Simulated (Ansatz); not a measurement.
# Dielectric response of KF (001) films, part 5 of 5

Aim: the electronic and static ε of rocksalt KF (001) from films of three thicknesses in a field.

Ansatz 0.2.0; plane-wave DFT, PBE, Ansatz PAW (the session's first sound run).

So far. Step 29 (The bulk crystal): The gap is 6.16 eV. Step 30 (Band edges against the vacuum, levels PBE): The program warns that the averaged potential varies by 0.21 eV in the slab's middle, which these edges carry as an error.

**31. The bulk with HSE06, k-mesh 6×6×6**

This step: plane-wave DFT, HSE06, Ansatz PAW (Ansatz 0.2.0).

System of this step: rocksalt KF. The structure is cubic, space group Fm-3m (No. 225). Conventional cell: a = 5.350 Å, b = 5.350 Å, c = 5.350 Å, α = 90.00°, β = 90.00°, γ = 90.00°. Nearest to K lie 6 F at 2.67 Å. Nearest to F lie 6 K at 2.67 Å. Farther neighbours and most contacts between anions are not listed.

A hybrid functional removes part of the gap error, and is affordable in the small bulk cell.

File input.yaml:

```yaml
crystal:
  lattice:
    - [0.0, 2.675, 2.675]
    - [2.675, 0.0, 2.675]
    - [2.675, 2.675, 0.0]
  atoms:
    - { symbol: K, position: [0.0, 0.0, 0.0] }
    - { symbol: F, position: [0.5, 0.5, 0.5] }
kpoints:
  mp_grid: { grid: [6, 6, 6] }
hamiltonian:
  xc: hse06
scf:
  occupations: { method: fixed }
  convergence: { dr2_threshold: 1.0e-08 }
output:
  eigenvalues: true
checkpoint:
  write: bulk-hse.run
  compress: false
  write_wavefunctions: false
```

On the command line:

```bash
ansatz run input.yaml --threads 8 --pin off --max-ram 12288MiB --backend cpu --events-out ev --progress --plain --runs-dir out
```

Numbers of over 12 decimals in the logs are rounded to 6 here.

The program printed:

```text
[...]
davidson cushion auto → on  (no smearing: the cushion is to keep the highest requested band from converging to the state above it; pin scf.eigensolver.cushion to override)
Crystal: 2 atoms, lattice volume = 38.283 Å³
Basis set: ecut = 420 eV, 725 PW (Γ)
Bands: 12, of which v1, the nominal top of the filled ones, is band 8 counted from 1 (7 counted from 0)
Symmetry: 48 space group operations
[...]
k-points: 16 of 216
[...]
SCF iter   1: F=—  HF=-2348.796553 eV  |F-HF|=—  |Δ(HF+E_count)|=         —  Δρ=6.73e-4  dr2=1.13e-4  ethr=1.77e-3  ⟨swp⟩=2.4  Hψ=1495  notcnv=0
[...]
SCF iter   2: F=-2348.796722 eV  HF=-2348.796687 eV  |F-HF|=3.49e-5  |Δ(HF+E_count)|=   1.35e-4  Δρ=4.02e-4  dr2=2.66e-5  ethr=7.06e-7  ⟨swp⟩=4.4  Hψ=669  notcnv=0  defer=3
SCF 1 stopped early in 2 iterations: F = -2348.796722 eV  dr2 = 2.66e-5
[...]
Exchange kernel: α = 0.2500, screened, ω = 0.2079 Å⁻¹, Wigner–Seitz truncation, v(0) = 1046.2841 eV·Å³, q-mesh 6×6×6, nearest image of the exchange supercell L = 22.70 Å, pair-density grid 15×15×15, without the augmentation charges, whose exchange is taken in its separable form by FFT convolution over the k-point mesh (sized by the pseudopotential files, 24×24×24 at the most), smooth part of the exact exchange by density-matrix convolution
Frozen-core exchange: fock
SCF iter   1: F=—  HF=-2349.498239 eV  |F-HF|=—  |Δ(HF+E_count)|=         —  Δρ=7.83e-3  dr2=2.91e-2  ethr=1.66e-6  ⟨swp⟩=7.2  Hψ=1063  notcnv=0
[...]
SCF iter   5: F=—  HF=-2349.491932 eV  |F-HF|=—  |Δ(HF+E_count)|=   6.95e-5  Δρ=4.55e-5  dr2=3.02e-5  ethr=6.73e-10  ⟨swp⟩=5.0  Hψ=1266  notcnv=0
eigensolver tolerance schedule calibrated: the retry pair's looser diagonalisation under-reported the residual by θ = 0.76 (0.24/decade); ethr = c·dr2/N_el runs at the constant in force after the calibration composes with the one it found (an armed cap, an earlier calibration), c = 1.7e-2
SCF iter   6: F=—  HF=-2349.492196 eV  |F-HF|=—  |Δ(HF+E_count)|=   2.64e-4  Δρ=6.22e-4  dr2=9.65e-5  ethr=4.90e-10  ⟨swp⟩=5.9  Hψ=943  notcnv=0
SCF iter   7: F=-2349.492165 eV  HF=-2349.492165 eV  |F-HF|=1.66e-7  |Δ(HF+E_count)|=   3.09e-5  Δρ=2.75e-5  dr2=7.79e-7  ethr=4.90e-10  ⟨swp⟩=5.1  Hψ=869  notcnv=0
SCF 2 stopped early in 7 iterations: F = -2349.492165 eV  dr2 = 7.79e-7
[...]
hybrid outer 1: dexx = +3.559e-3 eV, tail = 6.28e-6 eV
[...]
Frozen-core exchange: fock
SCF iter   1: F=—  HF=-2349.492272 eV  |F-HF|=—  |Δ(HF+E_count)|=         —  Δρ=7.73e-5  dr2=1.54e-6  ethr=1.96e-7  ⟨swp⟩=3.1  Hψ=539  notcnv=0
[...]
SCF iter   3: F=-2349.492271 eV  HF=-2349.492271 eV  |F-HF|=2.02e-9  |Δ(HF+E_count)|=   3.70e-8  Δρ=4.28e-6  dr2=2.33e-9  ethr=2.32e-10  ⟨swp⟩=3.7  Hψ=587  notcnv=0  defer=3
SCF 3 converged in 3 iterations: F = -2349.492271 eV  dr2 = 2.33e-9
hybrid outer 2: dexx = +9.475e-8 eV, tail = 8.94e-9 eV, Δε = 1.88e-3 eV (about 7.79e-5 eV left of the loop's levels)
hybrid SCF converged: 2 outer / 10 inner (+2 warm-up), last move |dexx| = 9.48e-8 eV, tail = 8.94e-9 eV
[...]
Free energy (F): -2349.492271 eV
Frozen-core exchange: fock
[...]
Internal energy: -2349.492271 eV  (E = F + TS)
E sigma→0 (E₀):  -2349.492271 eV
Fermi energy:    -0.152135 eV
[...]
--- Band table (eV; the first three rows and the last of 16) ---
  k-point 0: bands = [... 4 lower, -9.6582, -0.1521, -0.1521, -0.1521, 8.0080, 12.8608, 12.8608, 12.8608]
  k-point 1: bands = [... 4 lower, -9.6661, -0.3730, -0.2417, -0.2417, 8.7562, 12.4044, 13.2426, 13.2426]
  k-point 2: bands = [... 4 lower, -9.6818, -0.7573, -0.4160, -0.4160, 10.3591, 12.0895, 14.0224, 14.0224]
  k-point 15: bands = [... 4 lower, -9.7765, -0.4727, -0.3303, -0.2612, 10.9320, 12.6294, 13.1541, 15.8824]
```

Elapsed: 1.9 s, on 8 threads of Arm Neoverse V2, shared host; peak memory 0.91 GiB; 10 s of CPU time.

Numbers from this step:

- gap on the k-mesh: 8.160 eV

The gap is 8.16 eV.

**32. Band edges against the vacuum, levels HSE06**

This step: plane-wave DFT, PBE, Ansatz PAW; band edges against the vacuum, bulk levels by HSE06 (Ansatz 0.2.0).

System of this step: KF (001), 8 units. The cell holds 16 atoms: 8 K and 8 F. Its edges and angles: a = 3.783 Å, b = 3.783 Å, c = 36.725 Å, α = 90.0°, β = 90.0°, γ = 90.0°. It derives from KF (rocksalt KF). Vacuum lies along c.

The same line-up with the hybrid's levels.

File align.yaml:

```yaml
surface:
  bulk: { run: bulk.run, levels_from: { run: bulk-hse.run } }
  slab: { run: end8.run, axis: 3 }
  face: plus
  period: 2.675
```

On the command line:

```bash
ansatz align-bands align.yaml -- --threads 8 --pin off
```

The program printed:

```text
plus face
ionisation energy 7.643 eV
electron affinity -0.517 eV
  bulk: levels by hse06 on the potential of pbe; from 17.03 to 19.70 Å its average varies by 0.2081 eV and climbs by -0.0000; the bulk's density to 2.00 % (its layers are strained against the bulk's: take a thicker slab or side, or run the bulk at their strain)
  vacuum: slopes by 0.0000 eV/Å; line-up 4.6706 eV
  of the bulk's run: of the levels' run: its band edges are its mesh's, and a band can turn off it. A run with kpoints.band_path: { path: [VBM, CBM], npoints: 1 } finds the zone's; its band edges are of a coarser mesh than the slab's or the interface's, whose density can shift them: a run under levels_from is taken as it is
[...]
```

The job ended after 0.06 s (8 threads).

This step gave:

```
ionisation energy : 7.643 eV
electron affinity : -0.5172 eV
```

Check by hand: ionisation energy less affinity, 7.64 − (-0.52) = 8.16 eV, is the bulk gap at this level.

The program warns that the averaged potential varies by 0.21 eV in the slab's middle, which these edges carry as an error.

**33. The same run with other settings**

This step: plane-wave DFT, PBE, Ansatz PAW (Ansatz 0.2.0).

System of this step: KF (001), 3 units. The cell holds 6 atoms: 3 K and 3 F. Cell: a = 3.783 Å, b = 3.783 Å, c = 23.350 Å, α = 90.0°, β = 90.0°, γ = 90.0°. It derives from KF (rocksalt KF). Vacuum lies along c.

An input spoilt on purpose, to show how the run answers: it repeats the earlier run at 0.05 V/Å, 3 units with efield.ramp_width from 0.06 to 0.9, and scf.max_iter set to 75.

File input.yaml:

```yaml
crystal:
  lattice:
    - [3.78302128, 0.0, 0.0]
    - [0.0, 3.78302128, 0.0]
    - [0.0, 0.0, 23.35]
  atoms:
    - { symbol: K, position: [0.5, 0.5, 0.3838057247] }
    - { symbol: F, position: [0.0, 0.0, 0.3846992617] }
    - { symbol: K, position: [0.0, 0.0, 0.4999999997] }
    - { symbol: F, position: [0.5, 0.5, 0.4999999957] }
    - { symbol: K, position: [0.5, 0.5, 0.6161942776] }
    - { symbol: F, position: [0.0, 0.0, 0.6153007406] }
kpoints:
  mp_grid: { grid: [8, 8, 1] }
hamiltonian:
  xc: pbe
scf:
  occupations: { method: fixed }
  convergence: { dr2_threshold: 1.0e-10 }
  max_iter: 75
efield:
  axis: 3
  dipole_correction: true
  ramp_position: 0.97
  ramp_width: 0.9
  amplitude: 0.05
output:
  write_potential: true
  write_density: true
  volumetric_format: npy
```

On the command line:

```bash
ansatz run input.yaml --threads 8 --pin off --max-ram 12288MiB --backend cpu --events-out ev --progress --plain --runs-dir out
```

The program printed:

```text
Engine: ansatz 0.2.0, aarch64-unknown-linux-gnu
Pseudopotentials: kind: paw
Pseudopotential: K, paw, valence charge 9, recommended cutoff 420 eV (normal), K.paw.azcp
Pseudopotential: F, paw, valence charge 7, recommended cutoff 420 eV (normal), F.paw.azcp
Functional definition: PBE
  parameter kappa = 0.804
  parameter beta = 0.066725
  exchange = pbe_x(kappa = kappa, mu = beta*pi^2/3)
  correlation = pbe_c(beta = beta)
Crystal: 6 atoms, lattice volume = 334.168 Å³
Basis set: ecut = 420 eV, 6495 PW (Γ)
Bands: 30, of which v1, the nominal top of the filled ones, is band 24 counted from 1 (23 counted from 0)
Symmetry: 8 space group operations
k-points: 15 of 64
Non-local potential: K, projectors of the file, l = 0: 3, l = 1: 2, l = 2: 2
Non-local potential: F, projectors of the file, l = 0: 2, l = 1: 2, l = 2: 1
PAW form: soft (Blöchl's): semilocal exchange-correlation on the pseudo side does not see the compensation charge
PAW one-centre angular grid: K, 110 points (default); XC on 64 Gauss nodes
PAW one-centre angular grid: F, 110 points (default); XC on 64 Gauss nodes
Initial density: superposition of atomic densities (neutral atoms: chi_scale 0, normalization atom, screened)
Initial wavefunctions: pseudopotential atomic-orbital guess
Functional: x = pbe(κ = 0.804, μ = 0.219515), c = pbe(β = 0.066725)
Error: efield: ion 0 (K) at fractional coordinate 0.3838 along the field axis lies inside the sawtooth ramp with 2 of the planes that the density is read on at each end, [0.9575, 0.8825] — the ramp must sit in vacuum (an ion there feels the fictitious reversed slope); set or move the ramp (efield.ramp_position / ramp_width) or move the geometry
```

Elapsed: 0.11 s, on 8 threads; peak memory 0.33 GiB.

The input was rejected at the start.

The program's message: “Error: efield: ion 0 (K) at fractional coordinate 0.3838 along the field axis lies inside the sawtooth ramp with 2 of the planes that the density is read on at each end, [0.9575, 0.8825] — the ramp mu …”

The fault put into the input: a ramp so wide that it reaches the atoms.

**34. Varying the input**

Another changed input: it repeats the earlier run at 0.05 V/Å, 3 units with scf.convergence.dr2_threshold from 1e-10 to 1e-11, accuracy to high and scf.eigensolver.kind to davidson.

input.yaml: that of step 33 with these lines changed.

```diff
@@ -18,4 +18,4 @@
   occupations: { method: fixed }
-  convergence: { dr2_threshold: 1.0e-10 }
-  max_iter: 75
+  convergence: { dr2_threshold: 1.0e-11 }
+  eigensolver: { kind: davidson }
 efield:
@@ -24,3 +24,3 @@
   ramp_position: 0.97
-  ramp_width: 0.9
+  ramp_width: 0.06
   amplitude: 0.05
@@ -30 +30,2 @@
   volumetric_format: npy
+accuracy: high
```

The program printed:

```text
[...]
Crystal: 6 atoms, lattice volume = 334.168 Å³
Basis set: ecut = 420 eV, 6495 PW (Γ)
Bands: 30, of which v1, the nominal top of the filled ones, is band 24 counted from 1 (23 counted from 0)
Symmetry: 8 space group operations
k-points: 15 of 64
[...]
SCF iter  14: F=-7046.095836 eV  HF=-7046.095836 eV  |F-HF|=2.64e-11  |Δ(HF+E_count)|=  1.18e-11  Δρ=2.97e-8  dr2=2.00e-12  ethr=1.00e-12  p=0.017 e·Å  D=9.02e-3 V/Å  ΔV_dip=-0.21 eV  dr2_dipole=5.91e-15  V_vac-E_F(+/−)=6.33/5.48 eV  ⟨swp⟩=5.0  Hψ=1149  notcnv=0
SCF 1 converged in 14 iterations: F = -7046.095836 eV  dr2 = 2.00e-12
[...]
SCF converged after 14 iterations
[...]
Free energy (F): -7046.095836 eV
[...]
Internal energy: -7046.095836 eV  (E = F + TS)
E sigma→0 (E₀):  -7046.095836 eV
Fermi energy:    -3.322264 eV
Dipole field:    D = 0.009016 V/Å  (p = 0.016651 e·Å, saw-weighted, corrected)
Work function:   not extracted (applied field tilts the vacuum); planar V_es + V_field profile in the machine report
[...]
--- Band table (eV; the first three rows and the last of 15) ---
  k-point 0: bands = [... 20 lower, -3.4564, -3.4564, -3.3223, -3.3223, 1.7010, 2.0463, 2.6769, 3.5122, ... 2 higher]
  k-point 1: bands = [... 20 lower, -3.5011, -3.4784, -3.4129, -3.3667, 1.8831, 2.2260, 2.8551, 3.7263, ... 2 higher]
  k-point 2: bands = [... 20 lower, -3.6158, -3.6071, -3.4803, -3.4723, 2.3957, 2.7360, 3.3720, 4.2523, ... 2 higher]
  k-point 14: bands = [... 20 lower, -3.5698, -3.4383, -3.4383, -3.4046, 4.9245, 4.9245, 5.6787, 5.6787, ... 2 higher]
```

It took 3 s on 8 threads; peak memory 0.79 GiB.

Numbers from this step:

```
gap on the k-mesh       : 5.023 eV
dipole along the normal : 0.01665 e·Å
```

```tsv
quantity	this run	earlier run	difference
dipole along the normal (e·Å)	0.01665	0.01665	1.7e-6
gap on the k-mesh (eV)	5.023	5.022	0.0013
```

Nothing in the table moves by 0.01 in its unit (for the dipole 0.5 % and 5e-5 e·Å). The run took 14 SCF cycles against 12.

**35. What came out**

```json
{"electronic ε from the thickness series": "1.97", "static ε from the thickness series": "7.06", "local electronic ε, middle of 8 units": "1.97", "ionisation energy, levels by PBE": "6.05 eV", "electron affinity, levels by PBE": "-0.109 eV", "ionisation energy, levels by HSE06": "7.64 eV", "electron affinity, levels by HSE06": "-0.517 eV"}
```

The films give an electronic ε of 1.97 and a static ε of 7.06. The slope of the series and the field inside the thickest film give 1.97 and 1.97, in agreement. Ions raise ε from 1.97 to 7.06. HSE06 levels deepen the valence edge by 1.59 eV on the same PBE surface dipole. The bulk conduction edge lies above the vacuum level: a negative electron affinity. The alignment warns that the averaged potential still varies by 0.21 eV in the slab's middle, which the band edges carry as an error. The in-plane lattice constants are held at typed bulk values. Semilocal functionals tend to overestimate the electronic ε a little.

[Logs are printed without paths, hosts, clocks, repeated set-up lines and the standing remarks that a program may print on its own settings, such as how far it seeks lower states.]

[Hosts, paths, dates, database ids (printed as entryN), source tags and the programs' standing remarks are cut or masked in the printed files.]

[Maps of the electrostatic potential energy from Ansatz leave out the sawtooth potential of an applied field or a dipole correction, so their vacuum need not be flat; planar profiles and work functions include it.]
